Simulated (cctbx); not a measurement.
# Reading a Patterson map

Space group Imm2 (no. 44), a = 8.6390 Å, b = 8.7240 Å, c = 12.2640 Å, α = 90.00°, β = 90.00°, γ = 90.00°, content Pb8 Sb4 Mo4 S18 O8.

The data are simulated with cctbx, not measured: Mo Kα, λ = 0.71073 Å, to d = 0.75 Å, 70 % of the full sphere, strongest reflection 20000 counts, noise from counting, a 3 % proportional error and a noise floor of 2 counts (s.d.); no absorption, some extinction.

Patterson synthesis, origin scaled to 1000:

```text
Patterson group I m m m
      u       v       w   height  length (A)
  0.000   0.000   0.000   1000.0     0.00
  0.000   0.500   0.000    864.0     4.36
  0.250   0.250   0.250    828.7     4.34
  0.000   0.500   0.500    817.4     7.53
  0.000   0.000   0.500    728.3     6.13
  0.059   0.190   0.375     37.3     4.91
  0.060   0.309   0.127     36.7     3.16
  0.192   0.440   0.376     36.4     6.22
  0.191   0.061   0.376     34.7     4.92
  0.101   0.000   0.060     32.9     1.14
  0.126   0.474   0.500     31.3     7.48
  0.149   0.248   0.188     29.9     3.42
  0.101   0.500   0.438     29.7     6.97
  0.101   0.500   0.062     29.2     4.51
```

**Question.** Which atom pairs make the peaks, and where is the heaviest atom?

A peak at u stands for all pairs with xi − xj = u, with weight Σ ZiZj against Σ Z² = 76372 at the origin. Peak heights follow these weights only roughly, since form factors, motion and series ripples differ, all vectors within 0.55 Å of a peak are counted as merged into it though the farther ones add only part of their weight, and F(000) is left out, which lowers the whole map:

| u | v | w | shortest length (Å) | height | 1000 ΣZiZj/ΣZ² | pairs in the cell |
| --- | --- | --- | --- | --- | --- | --- |
| 0.000 | 0.500 | 0.000 | 4.36 | 864 | 883 | 8 × Pb–Sb, 4 × Pb–Pb, 4 × Mo–Mo |
| 0.250 | 0.250 | 0.250 | 4.34 | 829 | 864 | 4 × Pb–Pb, 4 × Pb–Sb, 4 × Pb–Mo, 4 × Sb–Mo |
| 0.000 | 0.500 | 0.500 | 4.32 | 817 | 849 | 8 × Pb–Mo, 4 × Pb–Pb, 4 × Sb–Sb |
| 0.000 | 0.000 | 0.500 | 6.13 | 728 | 799 | 8 × Pb–Sb, 8 × Pb–Mo |

The table stops at ten peaks or at a height of 45, below which ripples compete. In the model behind the data Pb, the heaviest element, has 2 independent sites: (0.7493, 0, 0.2501) and (0, 0.2474, 0.4955), up to an allowed shift of origin; the Pb–Pb vectors are differences of these positions and their symmetry mates. The whole model:

```
atom  mult.       x       y       z  Ueq (Å²)
 Pb1      4  0.7493       0  0.2501    0.0035
 Pb2      4       0  0.2474  0.4955    0.0037
 Sb1      4  0.7526       0  0.7469    0.0035
 Mo1      4     1/2  0.7532  0.4964    0.0043
  S1      8  0.6994  0.1834  0.6251    0.0065
  S2      8  0.2999  0.2978  0.3731    0.0054
  S3      2       0       0  0.6784    0.0058
  O1      2       0       0  0.3702    0.0069
  O2      2     1/2       0  0.8144    0.0070
  O3      2     1/2       0  0.4236    0.0074
  O4      2       0       0  0.0754    0.0080
```

This is a model crystal, built by substitution and not relaxed, with assumed displacement parameters.

[Logs are printed without paths, hosts, clocks, repeated set-up lines and the standing remarks that a program may print on its own settings, such as how far it seeks lower states.]
